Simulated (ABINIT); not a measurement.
# SiPbS3 (Pm-3m): phonons by linear response

How does SiPbS3 (Pm-3m) vibrate, and is this structure a minimum?

Main program and level: ABINIT 10.8.3; DFT PBEsol, scalar-relativistic, plane waves, PseudoDojo norm-conserving pseudopotentials.

The structure was built from a prototype and need not be the compound's stable phase.

### Step 1. The structure

The structure is cubic, space group Pm-3m (No. 221). Conventional cell: a = 4.390 Å, b = 4.390 Å, c = 4.390 Å, α = 90.00°, β = 90.00°, γ = 90.00°. Nearest to Pb lie 12 S at 3.10 Å. Nearest to Si lie 6 S at 2.20 Å. S has 2 Si at 2.20 Å and 4 Pb at 3.10 Å nearest. Farther neighbours and most contacts between anions are not listed.

### Step 2. A probe with smearing

A first run with smearing and empty bands tells whether the crystal has a gap, which decides between fixed occupations and smearing later on.

probe.abi reads:

```
# ground state
tolvrs 1.0d-08
prtden 1
prtwf 1

# basis, mesh and filling
ecut 25.5
ngkpt 4 4 4
nshiftk 1
shiftk 0.0 0.0 0.0
istwfk *1
occopt 7
tsmear 0.005
nband 26
nstep 100
diemac 9.0
prtebands 0
prtgsr 0
useylm 1

# cell and atoms
acell 3*1.0 Angstrom
rprim 
    4.3904 0.0 0.0
    0.0 4.3904 0.0
    0.0 0.0 4.3904
ntypat 3
znucl 82 14 16
natom 5
typat 1 2 3 3 3
xred 
    0.0 0.0 0.0
    0.5 0.5 0.5
    0.5 0.5 0.0
    0.5 0.0 0.5
    0.0 0.5 0.5
pp_dirpath "./pseudo"
pseudos "Pb.upf, Si.upf, S.upf"
```

Run with:

```
> OMP_NUM_THREADS=1 mpirun -n 4 abinit probe.abi > probe.log
```

Numbers of over 12 decimals in the logs are rounded to 6 here.

probe.abo, the main output file:

```text
[banners, grids, parts of the stress and lines that vanish by symmetry left out]
- input  file    -> probe.abi
- output file    -> probe.abo
- root for input  files -> probei
[...]
Symmetries : space group Pm -3 m (#221); Bravais cP (primitive cubic)
[...]
mpw =        3544          nfft =       64000          nkpt =          10
[...]
== DATASET  1 ==================================================================
[...]
cutoff_energies: {ecut:  25.5, pawecutdg:  -1.0, }
[...]
ETOT  1  -107.45468083325    -1.075E+02 8.086E-02 1.642E+02
 ETOT  2  -107.58061482451    -1.259E-01 4.568E-03 1.540E+01
 ETOT  3  -107.58619202856    -5.577E-03 1.766E-03 2.099E-01
 ETOT  4  -107.58624182034    -4.979E-05 1.404E-03 3.165E-03
 ETOT  5  -107.58624295125    -1.131E-06 5.046E-04 3.074E-04
 ETOT  6  -107.58624301859    -6.735E-08 8.311E-04 5.588E-06
 ETOT  7  -107.58624302034    -1.745E-09 5.421E-04 1.542E-07
 ETOT  8  -107.58624302039    -4.962E-11 1.455E-03 1.751E-09
 At SCF step    8       vres2   =  1.75E-09 < tolvrs=  1.00E-08 =>converged.
[...]
sigma(1 1)= -4.27489266E-04  sigma(3 2)=  0.00000000E+00
  sigma(2 2)= -4.27489266E-04  sigma(3 1)=  0.00000000E+00
  sigma(3 3)= -4.27489266E-04  sigma(2 1)=  0.00000000E+00
[...]
convergence: {deltae: -4.962E-11, res2:  1.751E-09, residm:  1.455E-03, diffor: null, }
etotal    :  -1.07586243E+02
[...]
sigma(1 1)= -4.27489266E-04  sigma(3 2)=  0.00000000E+00
  sigma(2 2)= -4.27489266E-04  sigma(3 1)=  0.00000000E+00
  sigma(3 3)= -4.27489266E-04  sigma(2 1)=  0.00000000E+00
[...]
- sigma(1 1)= -1.25771684E+01  sigma(3 2)=  0.00000000E+00
- sigma(2 2)= -1.25771684E+01  sigma(3 1)=  0.00000000E+00
- sigma(3 3)= -1.25771684E+01  sigma(2 1)=  0.00000000E+00
[...]
fcart     -0.0000000000E+00 -0.0000000000E+00 -0.0000000000E+00
           strten     -4.2748926590E-04 -4.2748926590E-04 -4.2748926590E-04
================================================================================

[key lines of the parts left out:]
pressure_GPa:   1.2577E+01
```

Run time: 12 s. Hardware: 4 MPI ranks of Arm Neoverse V1, shared host.

This step gave:

- volume per atom: 16.93 Å³
- pressure: 12.58 GPa
- gap on the k-mesh: 0 eV

No gap opens on this mesh, so smearing is kept; the printed pressure holds the stress of the finite basis too.

### Step 3. Rough relaxation

The typed start is rough, so a first relaxation with smearing and loose thresholds takes it towards rest cheaply.

prerelax.abi reads:

```
# relaxation
ionmov 2
optcell 2
dilatmx 1.15
chkdilatmx 0
ntime 40
tolmxf 3.0d-04
tolvrs 1.0d-10
prtwf 0
prtden 0
chksymtnons 0

# basis, mesh and filling
ecut 26.0
ecutsm 3.0
ngkpt 4 4 4
nshiftk 1
shiftk 0.0 0.0 0.0
istwfk *1
occopt 7
tsmear 0.005
nband 26
nstep 100
diemac 1000000.0
prtebands 0
prtgsr 0
useylm 1

# cell and atoms
acell 3*1.0 Angstrom
rprim 
    4.3904 0.0 0.0
    0.0 4.3904 0.0
    0.0 0.0 4.3904
ntypat 3
znucl 82 14 16
natom 5
typat 1 2 3 3 3
xred 
    0.0 0.0 0.0
    0.5 0.5 0.5
    0.5 0.5 0.0
    0.5 0.0 0.5
    0.0 0.5 0.5
pp_dirpath "./pseudo"
pseudos "Pb.upf, Si.upf, S.upf"
```

Run with:

```
> OMP_NUM_THREADS=1 mpirun -n 4 abinit prerelax.abi > prerelax.log
```

prerelax.abo, the main output file:

```text
[banners, grids, parts of the stress and lines that vanish by symmetry left out]
- input  file    -> prerelax.abi
- output file    -> prerelax.abo
- root for input  files -> prerelaxi
[...]
Symmetries : space group Pm -3 m (#221); Bravais cP (primitive cubic)
[...]
mpw =        5528          nfft =       91125          nkpt =          10
[...]
== DATASET  1 ==================================================================
[...]
cutoff_energies: {ecut:  26.0, pawecutdg:  -1.0, }
[...]
ETOT  1  -107.40557238562    -1.074E+02 9.815E-02 2.649E+02
 ETOT  2  -107.58131268022    -1.757E-01 9.062E-03 1.838E+01
 ETOT  3  -107.58607761114    -4.765E-03 4.526E-03 2.494E-01
 ETOT  4  -107.58611217486    -3.456E-05 4.455E-03 5.219E-03
 ETOT  5  -107.58611315589    -9.810E-07 2.335E-03 2.057E-04
[...]
At SCF step    9       vres2   =  6.43E-12 < tolvrs=  1.00E-10 =>converged.
[...]
ETOT  8  -107.59992309165    -3.780E-12 1.316E-05 1.379E-12
 At SCF step    8       vres2   =  1.38E-12 < tolvrs=  1.00E-10 =>converged.
[...]
sigma(1 1)= -1.21477985E-07  sigma(3 2)=  0.00000000E+00
  sigma(2 2)= -1.21477985E-07  sigma(3 1)=  0.00000000E+00
  sigma(3 3)= -1.21477985E-07  sigma(2 1)=  0.00000000E+00
[...]
convergence: {deltae: -3.780E-12, res2:  1.379E-12, residm:  1.316E-05, diffor: null, }
etotal    :  -1.07599923E+02
[...]
At Broyd/MD step   5, gradients are converged :
[...]
sigma(1 1)= -1.21477985E-07  sigma(3 2)=  0.00000000E+00
  sigma(2 2)= -1.21477985E-07  sigma(3 1)=  0.00000000E+00
  sigma(3 3)= -1.21477985E-07  sigma(2 1)=  0.00000000E+00
[...]
- sigma(1 1)= -3.57400572E-03  sigma(3 2)=  0.00000000E+00
- sigma(2 2)= -3.57400572E-03  sigma(3 1)=  0.00000000E+00
- sigma(3 3)= -3.57400572E-03  sigma(2 1)=  0.00000000E+00
[...]
fcart     -0.0000000000E+00 -0.0000000000E+00 -0.0000000000E+00
           strten     -1.2147798515E-07 -1.2147798515E-07 -1.2147798515E-07
================================================================================

[key lines of the parts left out:]
pressure_GPa:   3.5740E-03
Total energy (etotal) [Ha]= -1.07599923091649E+02
```

Elapsed: 83 s, on 4 MPI ranks; 5.6 min of CPU time.

The steps of the relaxation:

```csv
step,energy less that of the first step (eV),largest force (eV/Å),volume (Å³)
1,0.0000,0.0000,84.63
2,-0.2094,0.0000,87.94
3,-0.3712,0.0000,94.07
4,-0.3757,0.0000,95.21
5,-0.3758,0.0000,95.40
```

```csv
"conventional cell, symmetrised",before,after,change
a (Å),4.390,4.569,+4.1 %
b (Å),4.390,4.569,+4.1 %
c (Å),4.390,4.569,+4.1 %
volume (Å³/atom),16.93,19.08,+12.7 %
```

The relaxed structure:

```
Pb Si S
1.0
     4.56927    0.00000    0.00000
     0.00000    4.56927    0.00000
     0.00000    0.00000    4.56927
Pb Si S
1 1 3
Cartesian
  0.0000 0.0000 0.0000
  2.2846 2.2846 2.2846
  2.2846 2.2846 0.0000
  2.2846 0.0000 2.2846
  0.0000 2.2846 2.2846
```

Numbers from this step:

```
volume per atom : 19.08 Å³
pressure        : 0.003574 GPa
```

The volume changes by +12.7 % in this run and stands +12.7 % from the first cell.

### Step 4. Rough relaxation

The cell changed much, so the rough relaxation is repeated on a basis made for the new cell.

prerelax.abi, as its differences from that of step 3:

```diff
@@ -31,5 +31,5 @@
 rprim 
-    4.3904 0.0 0.0
-    0.0 4.3904 0.0
-    0.0 0.0 4.3904
+    4.56926672 0.0 0.0
+    0.0 4.56926672 0.0
+    0.0 0.0 4.56926672
 ntypat 3
```

prerelax.abo, the main output file:

```text
[banners, grids, parts of the stress and lines that vanish by symmetry left out]
- input  file    -> prerelax.abi
- output file    -> prerelax.abo
- root for input  files -> prerelaxi
[...]
Symmetries : space group Pm -3 m (#221); Bravais cP (primitive cubic)
[...]
mpw =        6238          nfft =      110592          nkpt =          10
[...]
== DATASET  1 ==================================================================
[...]
cutoff_energies: {ecut:  26.0, pawecutdg:  -1.0, }
[...]
ETOT  1  -107.42740806199    -1.074E+02 1.052E-01 3.004E+02
 ETOT  2  -107.59111173384    -1.637E-01 8.084E-03 3.898E+01
 ETOT  3  -107.59980861593    -8.697E-03 2.429E-03 1.283E+00
 ETOT  4  -107.59991407107    -1.055E-04 2.205E-03 4.914E-02
 ETOT  5  -107.59992206454    -7.993E-06 1.422E-03 7.279E-03
[...]
ETOT  9  -107.59992310261     1.634E-12 2.742E-04 2.171E-10
 ETOT 10  -107.59992310261    -1.478E-12 2.281E-04 3.101E-12
 At SCF step   10       vres2   =  3.10E-12 < tolvrs=  1.00E-10 =>converged.
[...]
sigma(1 1)= -1.21438832E-07  sigma(3 2)=  0.00000000E+00
  sigma(2 2)= -1.21438832E-07  sigma(3 1)=  0.00000000E+00
  sigma(3 3)= -1.21438832E-07  sigma(2 1)=  0.00000000E+00
[...]
convergence: {deltae: -1.478E-12, res2:  3.101E-12, residm:  2.281E-04, diffor: null, }
etotal    :  -1.07599923E+02
[...]
At Broyd/MD step   1, gradients are converged :
[...]
sigma(1 1)= -1.21438832E-07  sigma(3 2)=  0.00000000E+00
  sigma(2 2)= -1.21438832E-07  sigma(3 1)=  0.00000000E+00
  sigma(3 3)= -1.21438832E-07  sigma(2 1)=  0.00000000E+00
[...]
- sigma(1 1)= -3.57285378E-03  sigma(3 2)=  0.00000000E+00
- sigma(2 2)= -3.57285378E-03  sigma(3 1)=  0.00000000E+00
- sigma(3 3)= -3.57285378E-03  sigma(2 1)=  0.00000000E+00
[...]
fcart     -0.0000000000E+00 -0.0000000000E+00 -0.0000000000E+00
           strten     -1.2143883180E-07 -1.2143883180E-07 -1.2143883180E-07
================================================================================

[key lines of the parts left out:]
pressure_GPa:   3.5729E-03
Total energy (etotal) [Ha]= -1.07599923102611E+02
```

Elapsed: 21 s, on 4 MPI ranks.

Little changed from the start: no atom moved by 0.005 Å and no cell edge by 0.1 %.

This step gave:

- pressure: 0.003573 GPa

The volume changes by +0.0 % in this run and stands +12.7 % from the first cell.

### Step 5. Relaxing the cell and atoms

The harmonic expansion needs vanishing forces, and a free crystal bears no stress, so cell and atoms are brought to rest. Stress is more sensitive to the basis than forces are: the last 3 Ha under the cutoff are smoothed with ecutsm, and the cutoff is raised above that of the later runs.

relax.abi reads:

```
# relaxation
ionmov 2
optcell 2
dilatmx 1.08
ntime 40
tolmxf 1.0d-05
tolvrs 1.0d-14
prtwf 0
prtden 0
chksymtnons 0

# basis, mesh and filling
ecut 32.0
ecutsm 3.0
ngkpt 6 6 6
nshiftk 1
shiftk 0.0 0.0 0.0
istwfk *1
occopt 7
tsmear 0.01
nband 26
nstep 100
diemac 1000000.0
prtebands 0
prtgsr 0
useylm 1

# cell and atoms
acell 3*1.0 Angstrom
rprim 
    4.569266723 0.0 0.0
    0.0 4.569266723 0.0
    0.0 0.0 4.569266723
ntypat 3
znucl 82 14 16
natom 5
typat 1 2 3 3 3
xred 
    0.0 0.0 0.0
    0.5 0.5 0.5
    0.5 0.5 0.0
    0.5 0.0 0.5
    0.0 0.5 0.5
pp_dirpath "./pseudo"
pseudos "Pb.upf, Si.upf, S.upf"
```

Run with:

```
> OMP_NUM_THREADS=1 mpirun -n 4 abinit relax.abi > relax.log
```

relax.abo, the main output file:

```text
[banners, grids, parts of the stress and lines that vanish by symmetry left out]
- input  file    -> relax.abi
- output file    -> relax.abo
- root for input  files -> relaxi
[...]
Symmetries : space group Pm -3 m (#221); Bravais cP (primitive cubic)
[...]
mpw =        7088          nfft =      110592          nkpt =          20
[...]
== DATASET  1 ==================================================================
[...]
cutoff_energies: {ecut:  32.0, pawecutdg:  -1.0, }
[...]
ETOT  1  -107.37277886159    -1.074E+02 1.378E-01 3.283E+02
 ETOT  2  -107.58394842382    -2.112E-01 4.384E-03 5.665E+01
 ETOT  3  -107.59739125346    -1.344E-02 1.911E-03 3.601E+00
 ETOT  4  -107.59794268791    -5.514E-04 1.536E-03 6.579E-02
 ETOT  5  -107.59795853919    -1.585E-05 1.968E-03 2.496E-03
[...]
At SCF step   12       vres2   =  5.26E-16 < tolvrs=  1.00E-14 =>converged.
[...]
sigma(1 1)= -3.09614906E-05  sigma(3 2)=  0.00000000E+00
  sigma(2 2)= -3.09614906E-05  sigma(3 1)=  0.00000000E+00
  sigma(3 3)= -3.09614906E-05  sigma(2 1)=  0.00000000E+00
[...]
convergence: {deltae: -2.316E-12, res2:  5.262E-16, residm:  1.466E-04, diffor: null, }
etotal    :  -1.07597959E+02
[...]
ETOT  1  -107.59793748090    -1.076E+02 1.327E-04 7.445E-01
[...]
At SCF step   10       vres2   =  2.05E-15 < tolvrs=  1.00E-14 =>converged.
[...]
sigma(1 1)= -2.31240680E-05  sigma(3 2)=  0.00000000E+00
  sigma(2 2)= -2.31240680E-05  sigma(3 1)=  0.00000000E+00
  sigma(3 3)= -2.31240680E-05  sigma(2 1)=  0.00000000E+00
[...]
convergence: {deltae: -3.098E-12, res2:  2.054E-15, residm:  6.530E-05, diffor: null, }
etotal    :  -1.07598007E+02
[...]
ETOT  1  -107.59745111697    -1.076E+02 4.907E-05 6.582E+00
[...]
At SCF step   11       vres2   =  3.72E-16 < tolvrs=  1.00E-14 =>converged.
[...]
sigma(1 1)= -2.91015545E-07  sigma(3 2)=  0.00000000E+00
  sigma(2 2)= -2.91015545E-07  sigma(3 1)=  0.00000000E+00
  sigma(3 3)= -2.91015545E-07  sigma(2 1)=  0.00000000E+00
[...]
convergence: {deltae:  6.011E-12, res2:  3.722E-16, residm:  4.370E-06, diffor: null, }
etotal    :  -1.07598070E+02
[...]
ETOT  1  -107.59806976529    -1.076E+02 3.160E-06 1.090E-03
[...]
ETOT  8  -107.59806986803     4.221E-12 1.858E-06 1.736E-14
 ETOT  9  -107.59806986804    -6.210E-12 4.342E-06 3.484E-16
 At SCF step    9       vres2   =  3.48E-16 < tolvrs=  1.00E-14 =>converged.
[...]
sigma(1 1)= -2.83501893E-09  sigma(3 2)=  0.00000000E+00
  sigma(2 2)= -2.83501894E-09  sigma(3 1)=  0.00000000E+00
  sigma(3 3)= -2.83501894E-09  sigma(2 1)=  0.00000000E+00
[...]
convergence: {deltae: -6.210E-12, res2:  3.484E-16, residm:  4.342E-06, diffor: null, }
etotal    :  -1.07598070E+02
[...]
At Broyd/MD step   4, gradients are converged :
[...]
sigma(1 1)= -2.83501893E-09  sigma(3 2)=  0.00000000E+00
  sigma(2 2)= -2.83501894E-09  sigma(3 1)=  0.00000000E+00
  sigma(3 3)= -2.83501894E-09  sigma(2 1)=  0.00000000E+00
[...]
- sigma(1 1)= -8.34091367E-05  sigma(3 2)=  0.00000000E+00
- sigma(2 2)= -8.34091369E-05  sigma(3 1)=  0.00000000E+00
- sigma(3 3)= -8.34091370E-05  sigma(2 1)=  0.00000000E+00
[...]
fcart     -0.0000000000E+00 -0.0000000000E+00 -0.0000000000E+00
           strten     -2.8350189332E-09 -2.8350189392E-09 -2.8350189444E-09
================================================================================

[key lines of the parts left out:]
pressure_GPa:   8.3409E-05
Total energy (etotal) [Ha]= -1.07598069868037E+02
```

The job ended after 2.3 min (4 MPI ranks; 9.3 min of CPU time).

The steps of the relaxation:

```csv
step,energy less that of the first step (eV),largest force (eV/Å),volume (Å³)
1,0.0000,0.0000,95.40
2,-0.0013,0.0000,95.66
3,-0.0030,0.0000,96.46
4,-0.0030,0.0000,96.47
```

```csv
"conventional cell, symmetrised",before,after,change
a (Å),4.569,4.586,+0.4 %
b (Å),4.569,4.586,+0.4 %
c (Å),4.569,4.586,+0.4 %
volume (Å³/atom),19.08,19.29,+1.1 %
```

The relaxed structure:

```xyz
5
Lattice="4.5863 0.0000 0.0000 0.0000 4.5863 0.0000 0.0000 0.0000 4.5863" Properties=species:S:1:pos:R:3 pbc="T T T"
Pb    0.0000    0.0000    0.0000
Si    2.2932    2.2932    2.2932
S     2.2932    2.2932    0.0000
S     2.2932    0.0000    2.2932
S     0.0000    2.2932    2.2932
```

Read from the output:

| Property | Result |
| --- | --- |
| volume per atom | 19.29 Å³ |
| pressure | 8.34e-5 GPa |

The volume changes by +1.1 % in this run and stands +14.0 % from the first cell.

### Step 6. Ground state

The response is built on these wavefunctions, so the potential is converged far more tightly than an energy would need. Smearing stays on, as the first look found no gap above 0.3 eV.

gs.abi reads:

```
# ground state
tolvrs 1.0d-16
prtden 1
prtwf 1

# basis, mesh and filling
ecut 25.5
ngkpt 6 6 6
nshiftk 1
shiftk 0.0 0.0 0.0
istwfk *1
occopt 7
tsmear 0.01
nband 26
nstep 100
diemac 1000000.0
prtebands 0
prtgsr 0
useylm 1

# cell and atoms
acell 3*1.0 Angstrom
rprim 
    4.586334917 0.0 0.0
    0.0 4.586334917 0.0
    0.0 0.0 4.586334917
ntypat 3
znucl 82 14 16
natom 5
typat 1 2 3 3 3
xred 
    0.0 0.0 0.0
    0.5 0.5 0.5
    0.5 0.5 0.0
    0.5 0.0 0.5
    0.0 0.5 0.5
pp_dirpath "./pseudo"
pseudos "Pb.upf, Si.upf, S.upf"
```

Run with:

```
> OMP_NUM_THREADS=1 mpirun -n 4 abinit gs.abi > gs.log
```

gs.abo, the main output file:

```text
[banners, grids, parts of the stress and lines that vanish by symmetry left out]
- input  file    -> gs.abi
- output file    -> gs.abo
- root for input  files -> gsi
[...]
Symmetries : space group Pm -3 m (#221); Bravais cP (primitive cubic)
[...]
mpw =        4032          nfft =       64000          nkpt =          20
[...]
== DATASET  1 ==================================================================
[...]
cutoff_energies: {ecut:  25.5, pawecutdg:  -1.0, }
[...]
ETOT  1  -107.39450074478    -1.074E+02 1.874E-01 1.795E+02
 ETOT  2  -107.58579973373    -1.913E-01 9.167E-03 2.870E+01
 ETOT  3  -107.59737986184    -1.158E-02 2.115E-03 2.252E+00
 ETOT  4  -107.59797684547    -5.970E-04 2.204E-03 6.832E-02
 ETOT  5  -107.59800274542    -2.590E-05 1.662E-03 1.191E-03
[...]
ETOT 12  -107.59800294292    -1.606E-12 1.796E-04 1.566E-15
 ETOT 13  -107.59800294293    -1.890E-12 9.130E-05 7.075E-17
 At SCF step   13       vres2   =  7.08E-17 < tolvrs=  1.00E-16 =>converged.
[...]
sigma(1 1)=  1.61504547E-06  sigma(3 2)=  0.00000000E+00
  sigma(2 2)=  1.61504547E-06  sigma(3 1)=  0.00000000E+00
  sigma(3 3)=  1.61504547E-06  sigma(2 1)=  0.00000000E+00
[...]
convergence: {deltae: -1.890E-12, res2:  7.075E-17, residm:  9.130E-05, diffor: null, }
etotal    :  -1.07598003E+02
[...]
sigma(1 1)=  1.61504547E-06  sigma(3 2)=  0.00000000E+00
  sigma(2 2)=  1.61504547E-06  sigma(3 1)=  0.00000000E+00
  sigma(3 3)=  1.61504547E-06  sigma(2 1)=  0.00000000E+00
[...]
- sigma(1 1)=  4.75162782E-02  sigma(3 2)=  0.00000000E+00
- sigma(2 2)=  4.75162782E-02  sigma(3 1)=  0.00000000E+00
- sigma(3 3)=  4.75162782E-02  sigma(2 1)=  0.00000000E+00
[...]
fcart     -0.0000000000E+00 -0.0000000000E+00 -0.0000000000E+00
           strten      1.6150454694E-06  1.6150454694E-06  1.6150454694E-06
================================================================================

[key lines of the parts left out:]
pressure_GPa:  -4.7516E-02
```

Run time: 29 s. Hardware: 4 MPI ranks; 2 min of CPU time.

Numbers from this step:

```yaml
pressure: -0.04752 GPa
```

The cell stands at -0.048 GPa, close enough for phonons.

[end of part 1 of 4]

[Host names and launcher messages were left out of these logs when they were recorded.]

[Logs are printed without paths, hosts, clocks, repeated set-up lines and the standing remarks that a program may print on its own settings, such as how far it seeks lower states.]

[Hosts, paths, dates, database ids (printed as entryN), source tags and the programs' standing remarks are cut or masked in the printed files.]
